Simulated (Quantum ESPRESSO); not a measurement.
# Li3Os (Pm-3m): zone-centre phonons, part 2 of 2

Aim: the zone-centre modes of Li3Os (Pm-3m).

Quantum ESPRESSO 7.5; DFT LDA, scalar-relativistic, plane waves, PseudoDojo norm-conserving pseudopotentials.

So far. Step 2 (A probe with smearing): No gap opens on this mesh, so smearing is kept; the start stands at -12 GPa. Step 4 (Ground state): The cell stands at -0.025 GPa, close enough for phonons. The relaxed cell has a = 3.628 Å (conventional setting).

The structure was built from a prototype and need not be the compound's stable phase.

### Step 5. Zone-centre response

At q = 0 one unit cell holds all displacements; symmetry groups them into irreducible representations that are solved one by one. With smeared occupations no response to a homogeneous field can be asked.

ph.in

```
phonons
 &inputph
    prefix='x',
    outdir='./tmp',
    fildyn='g.dyn',
    tr2_ph=1.0d-18,
    alpha_mix(1)=0.4,
    nmix_ph=8,
 /
0.000000000000 0.000000000000 0.000000000000
```

Command:

```sh
> OMP_NUM_THREADS=1 mpirun -n 4 ph.x -nk 4 -in ph.in > ph.out
```

The log of the run:

```text
[banners, grids, parts of the stress and lines that vanish by symmetry left out]
[banner, memory and clock lines left out]
Program PHONON v.7.5

     ./tmp/x.save/

     IMPORTANT: XC functional enforced from input :
     Exchange-correlation= PW
                           (   1   4   0   0   0   0   0)
     Any further DFT definition will be discarded
     Please, verify this is what you really want

     G-vector sticks info

     Reading collected, re-writing distributed wavefunctions in ./tmp/

     Number and degeneracy of irreps per q-point
       N         xq(1)         xq(2)         xq(3)   N irreps
       1   0.000000000   0.000000000   0.000000000       4
        3   3   3   3

     Calculation of q =    0.0000000   0.0000000   0.0000000

     phonons

     bravais-lattice index     =            0
     lattice parameter (alat)  =       6.8556  a.u.
     unit-cell volume          =     322.2087 (a.u.)^3
     number of atoms/cell      =            4
     number of atomic types    =            2
     kinetic-energy cut-off    =      74.0000  Ry
     charge density cut-off    =     296.0000  Ry
     convergence threshold     =      1.0E-18
     beta                      =       0.4000
     number of iterations used =            8
     Exchange-correlation= PW
                           (   1   4   0   0   0   0   0)

     celldm(1)=    6.85560  celldm(2)=    0.00000  celldm(3)=    0.00000
     celldm(4)=    0.00000  celldm(5)=    0.00000  celldm(6)=    0.00000

     crystal axes: (cart. coord. in units of alat)
               a(1) = (  1.0000  0.0000  0.0000 )
               a(2) = (  0.0000  1.0000  0.0000 )
               a(3) = (  0.0000  0.0000  1.0000 )

     reciprocal axes: (cart. coord. in units 2 pi/alat)
               b(1) = (  1.0000  0.0000  0.0000 )
               b(2) = (  0.0000  1.0000  0.0000 )
               b(3) = (  0.0000  0.0000  1.0000 )

     Atoms inside the unit cell:

     Cartesian axes

     site n.  atom      mass           positions (alat units)
        1  Os    190.2300   tau(    1) = (    0.00000    0.00000    0.00000  )
        2  Li      6.9400   tau(    2) = (    0.00000    0.50000    0.50000  )
        3  Li      6.9400   tau(    3) = (    0.50000    0.00000    0.50000  )
        4  Li      6.9400   tau(    4) = (    0.50000    0.50000    0.00000  )

     Computing dynamical matrix for
                    q = (   0.0000000   0.0000000   0.0000000 )

     49 Sym.Ops. (with q -> -q+G )

     G cutoff =  352.3899  (  27633 G-vectors)     FFT grid: ( 40, 40, 40)

     number of k points=    56  Marzari-Vanderbilt smearing, width (Ry)=  0.0200
                       cart. coord. in units 2pi/alat
        k(    1) = (   0.0000000   0.0000000   0.0000000), wk =   0.0020000
        k(    2) = (   0.0000000   0.0000000   0.1000000), wk =   0.0120000
        k(    3) = (   0.0000000   0.0000000   0.2000000), wk =   0.0120000
        [... further k-points left out ...]

     PseudoPot. # 1 for Os read from file:
     ./pseudo/Os.upf
     Pseudo is Norm-conserving + core correction, Zval = 16.0
     Using radial grid of 1312 points,  8 beta functions with:
                l(1) =   0
                l(2) =   0
                l(3) =   1
                l(4) =   1
                l(5) =   2
                l(6) =   2
                l(7) =   3
                l(8) =   3

     PseudoPot. # 2 for Li read from file:
     ./pseudo/Li.upf
     Pseudo is Norm-conserving, Zval =  3.0
     Using radial grid of 1944 points,  4 beta functions with:
                l(1) =   0
                l(2) =   0
                l(3) =   1
                l(4) =   1

     Mode symmetry, O_h (m-3m)  point group:

     Atomic displacements:
     There are    4 irreducible representations

     Representation     1      3 modes -  To be done

     Representation     2      3 modes -  To be done

     Representation     3      3 modes -  To be done

     Representation     4      3 modes -  To be done

     Alpha used in Ewald sum =   2.8000

     Representation #   1 modes #   1   2   3

     Self-consistent Calculation
      iter #   1   av.it.:   6.3
      thresh= 1.000E-02 alpha_mix =  0.400 |ddv_scf|^2 =  3.189E-07
      iter #   2   av.it.:  12.5
      thresh= 5.647E-05 alpha_mix =  0.400 |ddv_scf|^2 =  1.168E-08
      iter #   3   av.it.:  12.3
      thresh= 1.081E-05 alpha_mix =  0.400 |ddv_scf|^2 =  2.538E-09
      iter #   4   av.it.:  12.9
      thresh= 5.037E-06 alpha_mix =  0.400 |ddv_scf|^2 =  4.451E-11
      iter #   5   av.it.:  13.7
      thresh= 6.672E-07 alpha_mix =  0.400 |ddv_scf|^2 =  2.790E-13
      iter #   6   av.it.:  13.7
      thresh= 5.282E-08 alpha_mix =  0.400 |ddv_scf|^2 =  2.967E-14
      iter #   7   av.it.:  14.1
      thresh= 1.722E-08 alpha_mix =  0.400 |ddv_scf|^2 =  1.110E-15
      iter #   8   av.it.:  13.3
      thresh= 3.331E-09 alpha_mix =  0.400 |ddv_scf|^2 =  3.852E-18
      iter #   9   av.it.:  13.3
      thresh= 1.963E-10 alpha_mix =  0.400 |ddv_scf|^2 =  7.783E-19

     End of self-consistent calculation

     Convergence has been achieved

     Representation #   2 modes #   4   5   6

     Self-consistent Calculation
      iter #   1   av.it.:   5.2
      thresh= 1.000E-02 alpha_mix =  0.400 |ddv_scf|^2 =  8.727E-08
      iter #   2   av.it.:  11.8
      thresh= 2.954E-05 alpha_mix =  0.400 |ddv_scf|^2 =  1.442E-08
      iter #   3   av.it.:  12.0
      thresh= 1.201E-05 alpha_mix =  0.400 |ddv_scf|^2 =  1.718E-09
      iter #   4   av.it.:  12.3
      thresh= 4.145E-06 alpha_mix =  0.400 |ddv_scf|^2 =  2.199E-11
      iter #   5   av.it.:  13.4
      thresh= 4.689E-07 alpha_mix =  0.400 |ddv_scf|^2 =  2.549E-13
[...]
End of self-consistent calculation

     Convergence has been achieved

     Representation #   3 modes #   7   8   9

     Self-consistent Calculation
[...]
End of self-consistent calculation

     Convergence has been achieved

     Representation #   4 modes #  10  11  12

     Self-consistent Calculation
[...]
iter #   2   av.it.:  11.8
      thresh= 2.511E-05 alpha_mix =  0.400 |ddv_scf|^2 =  1.550E-08
      iter #   3   av.it.:  12.9
      thresh= 1.245E-05 alpha_mix =  0.400 |ddv_scf|^2 =  8.205E-11
      iter #   4   av.it.:  13.8
      thresh= 9.058E-07 alpha_mix =  0.400 |ddv_scf|^2 =  2.179E-13
      iter #   5   av.it.:  12.2
      thresh= 4.668E-08 alpha_mix =  0.400 |ddv_scf|^2 =  4.541E-14
      iter #   6   av.it.:  13.0
      thresh= 2.131E-08 alpha_mix =  0.400 |ddv_scf|^2 =  1.562E-16
      iter #   7   av.it.:  14.1
      thresh= 1.250E-09 alpha_mix =  0.400 |ddv_scf|^2 =  4.054E-18
      iter #   8   av.it.:  14.1
      thresh= 2.014E-10 alpha_mix =  0.400 |ddv_scf|^2 =  3.708E-20

     End of self-consistent calculation

     Convergence has been achieved

     Number of q in the star =    1
     List of q in the star:
          1   0.000000000   0.000000000   0.000000000

     Diagonalizing the dynamical matrix

     q = (    0.000000000   0.000000000   0.000000000 )

 **************************************************************************
     freq (    1) =      -0.067793 [THz] =      -2.261329 [cm-1]
     freq (    2) =      -0.067793 [THz] =      -2.261329 [cm-1]
     freq (    3) =      -0.067793 [THz] =      -2.261329 [cm-1]
     freq (    4) =       8.681319 [THz] =     289.577617 [cm-1]
     freq (    5) =       8.681319 [THz] =     289.577617 [cm-1]
     freq (    6) =       8.681319 [THz] =     289.577617 [cm-1]
     freq (    7) =      13.535776 [THz] =     451.504878 [cm-1]
     freq (    8) =      13.535776 [THz] =     451.504878 [cm-1]
     freq (    9) =      13.535776 [THz] =     451.504878 [cm-1]
     freq (   10) =      15.882777 [THz] =     529.792405 [cm-1]
     freq (   11) =      15.882777 [THz] =     529.792405 [cm-1]
     freq (   12) =      15.882777 [THz] =     529.792405 [cm-1]
 **************************************************************************

     Mode symmetry, O_h (m-3m)  point group:

     freq (   1-   3) =         -2.3  [cm-1]   --> T_1u G_15  G_4- I
     freq (   4-   6) =        289.6  [cm-1]   --> T_1u G_15  G_4- I
     freq (   7-   9) =        451.5  [cm-1]   --> T_2u G_25  G_5-
     freq (  10-  12) =        529.8  [cm-1]   --> T_1u G_15  G_4- I
```

Elapsed: 5.2 min, on 4 MPI ranks of Arm Neoverse V2, shared host; 21 min of CPU time.

Read from the output:

```yaml
largest_acoustic_frequency_at_the_zone_centre_before_the_sum_rule: -2.26 cm⁻¹
highest_optical_zone_centre_mode_no_lo_to_term: 529.8 cm⁻¹
lowest_optical_zone_centre_mode: 289.6 cm⁻¹
```

The acoustic modes at Γ come out as far as 2.3 cm⁻¹ from zero, where they should vanish, a small numerical error.

### Step 6. Zone-centre analysis

A rigid shift of the crystal must cost nothing, but grids and finite bases break this; the acoustic sum rule is imposed before the matrix is diagonalised again.

dynmat.in

```
 &input
    fildyn='g.dyn',
    asr='simple',
    fileig='dynmat.eig',
 /
```

Command:

```sh
> dynmat.x -in dynmat.in > dynmat.out
```

The log of the run:

```text
[banner, memory and clock lines left out]
Program DYNMAT v.7.5

     Reading Dynamical Matrix from file g.dyn
     ...Force constants read
     ...epsilon and Z* not read (not found on file)
     A direction for q was not specified:TO-LO splitting will be absent

     Polarizability (A^3 units)
     multiply by 1.000000 for Clausius-Mossotti correction
         0.000000    0.000000    0.000000
         0.000000    0.000000    0.000000
         0.000000    0.000000    0.000000

     IR activities are in (D/A)^2/amu units

# mode   [cm-1]    [THz]      IR
    1     -0.00   -0.0000    0.0000
    2     -0.00   -0.0000    0.0000
    3      0.00    0.0000    0.0000
    4    289.64    8.6831    0.0000
    5    289.64    8.6831    0.0000
    6    289.64    8.6831    0.0000
    7    451.55   13.5371    0.0000
    8    451.55   13.5371    0.0000
    9    451.55   13.5371    0.0000
   10    529.83   15.8839    0.0000
   11    529.83   15.8839    0.0000
   12    529.83   15.8839    0.0000

[end of the log left out, with the tail of the file of modes that dynmat.x writes under the same name]
```

Elapsed: 0.47 s, on 1 thread.

Unit eigenvectors of the mass-weighted matrix after the sum rule; no LO-TO term. The modes at Γ (shares of kinetic energy by element, %):

```tsv
mode	frequency (cm⁻¹)	symmetry	Os %	Li %
1	0.0	acoustic	90	10
2	0.0	acoustic	90	10
3	0.0	acoustic	90	10
4	289.6	T1u	8	92
5	289.6	T1u	8	92
6	289.6	T1u	8	92
7	451.6	T2u	0	100
8	451.6	T2u	0	100
9	451.6	T2u	0	100
10	529.8	T1u	2	98
11	529.8	T1u	2	98
12	529.8	T1u	2	98
```

Displacements in mode 6 (289.6 cm⁻¹), the largest set to 1:
```
Os1  0.00  0.00 -0.07
Li2 -0.06  0.00  0.40
Li3 -0.02  0.00  0.40
Li4 -0.02  0.00  1.00
```

Displacements in mode 11 (529.8 cm⁻¹), the largest set to 1:
```
Os1  0.00  0.00 -0.04
Li2  0.00  0.00  1.00
Li3  0.00  0.00  1.00
Li4  0.00  0.00 -0.87
```

The rule moves no optical mode by more than 0.1 cm⁻¹.

### Step 7. Sum rules set otherwise: a sum rule for molecules or wires on a crystal

This rule also removes rotations, which suits molecules and not a crystal; it is tried to see the harm.

dynmat.in

```
 &input
    fildyn='g.dyn',
    asr='zero-dim',
    fileig='dynmat.eig',
 /
```

Command:

```sh
> dynmat.x -in dynmat.in > dynmat.out
```

The log of the run:

```text
[banner, memory and clock lines left out]
Program DYNMAT v.7.5

     Reading Dynamical Matrix from file g.dyn
     ...Force constants read
     ...epsilon and Z* not read (not found on file)
     Acoustic Sum Rule: || Z*(ASR) - Z*(orig)|| =    0.000000E+00
     Acoustic Sum Rule: ||dyn(ASR) - dyn(orig)||=    2.306636E-01
     A direction for q was not specified:TO-LO splitting will be absent

     Polarizability (A^3 units)
     multiply by 1.000000 for Clausius-Mossotti correction
         0.000000    0.000000    0.000000
         0.000000    0.000000    0.000000
         0.000000    0.000000    0.000000

     IR activities are in (D/A)^2/amu units

# mode   [cm-1]    [THz]      IR
    1     -0.00   -0.0000    0.0000
    2     -0.00   -0.0000    0.0000
    3     -0.00   -0.0000    0.0000
    4      0.00    0.0000    0.0000
    5      0.00    0.0000    0.0000
    6      0.00    0.0000    0.0000
    7    289.61    8.6823    0.0000
    8    419.66   12.5811    0.0000
    9    419.66   12.5811    0.0000
   10    529.80   15.8829    0.0000
   11    565.17   16.9433    0.0000
   12    565.17   16.9433    0.0000

[end of the log left out, with the tail of the file of modes that dynmat.x writes under the same name]
```

Wall time 0.46 s (1 thread).

The program raised no error, yet the settings are not those of a careful run.

The fault: a sum rule for molecules or wires on a crystal; 3 optical modes are projected out to zero frequency, as if they were rotations.

For a crystal the rule has to be 'simple' or 'crystal'.

Zone-centre frequencies as printed; negative means imaginary. Modes:

```tsv
mode	frequency (cm⁻¹)
1	0
2	0
3	0
4	0
5	0
6	0
7	289.6
8	419.7
9	419.7
10	529.8
11	565.2
12	565.2
```

### Step 8. What came out

```
space group after relaxation                                           : Pm-3m
volume per atom                                                        : 11.9 Å³
highest optical zone-centre mode (no LO-TO term)                       : 529.8 cm⁻¹
lowest optical zone-centre mode                                        : 289.6 cm⁻¹
imaginary optical modes at the zone centre (no q mesh in this session) : none
```

What this shows: At the LDA level the optical modes of Li3Os (Pm-3m) at the zone centre run from 290 to 530 cm⁻¹. The relaxation gained more than 0.3 eV an atom, so the start was far from this structure and its bonding may have changed. Of the 9 optical modes, 6 are infrared active alone and 3 are silent. These are harmonic frequencies at zero temperature: anharmonic shifts and linewidths and thermal expansion are left out. Spin-orbit coupling is left out, which can matter for the heavy elements here. In a metal the frequencies hang on the k mesh and the smearing, most of all near Kohn anomalies. The runs are without spin polarisation, although the cell has an odd electron count or an open d or f shell, so a magnetic state was not tested. The structure is a hypothetical one, built on a prototype.

[Host names and launcher messages were left out of these logs when they were recorded.]

[Logs are printed without paths, hosts, clocks, repeated set-up lines and the standing remarks that a program may print on its own settings, such as how far it seeks lower states.]

[Hosts, paths, dates, database ids (printed as entryN), source tags and the programs' standing remarks are cut or masked in the printed files.]
